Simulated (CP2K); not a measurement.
Consider fluorocarbonylcyclopropane at its PBE geometry (Å).

```xyz
11

O     2.0214   -0.3041   -0.8949
C     1.5325   -0.0265    0.1672
F     2.3541    0.1824    1.2750
C     0.1209    0.1426    0.5431
C    -0.9043   -0.7643   -0.1412
C    -0.8373    0.6750   -0.5222
H    -0.0589    0.4215    1.5778
H    -1.7253   -1.1097    0.4840
H    -0.5009   -1.4943   -0.8398
H    -1.6127    1.3512   -0.1676
H    -0.3895    0.9261   -1.4814
```

Method: CP2K XAS_TDP, all-electron GAPW, PBEh(45%), aug-cc-pVDZ, TDA, no relativity.

**Question.** Where do the C K-edge lines lie, and how strong are they?

Leading lines: C2 283.86 eV, C4 284.92 eV and C5 283.48 eV. The leading line of an atom is its first one with 35 % of the strongest within 2.5 eV of its lowest line over the strength cut. 

The first six lines of each atom with a strength over 0.0015:

```csv
atom,energy (eV),states,"strength, one atom"
"C2 (bonded to C, F and O)",283.86,1,0.0770
,288.41,1,0.0421
,289.35,1,0.0031
,290.34,1,0.0165
,290.96,1,0.0024
,291.72,1,0.0038
C4 (bonded to 3 C and H),284.92,1,0.0144
,285.86,1,0.0055
,285.94,1,0.0040
,286.06,1,0.0061
,286.34,1,0.0399
,286.95,1,0.0069
"C5 (bonded to 2 C and 2 H), 2 alike",283.48,1,0.0287
,284.61,1,0.0101
,285.10,1,0.0129
,285.52,1,0.0022
,285.74,1,0.0046
,286.64,1,0.0039
```

Lines are vertical, at one geometry, with no vibrational structure. Without a correction of the core level, line positions, and the gaps between valence and Rydberg lines, follow the share of exact exchange. At this level such K lines come out 3 to 6 eV under measured ones. These values hold no scalar relativity, about 0.1 eV for C 1s. Rydberg lines, and the discretised continuum above threshold, depend on the basis and the box.

[Banner, clock and machine lines of the logs are left out without a mark of their own.]

[Logs are printed without paths, hosts, clocks, repeated set-up lines and the standing remarks that a program may print on its own settings, such as how far it seeks lower states.]

[Hosts, paths, dates, database ids (printed as entryN), source tags and the programs' standing remarks are cut or masked in the printed files.]
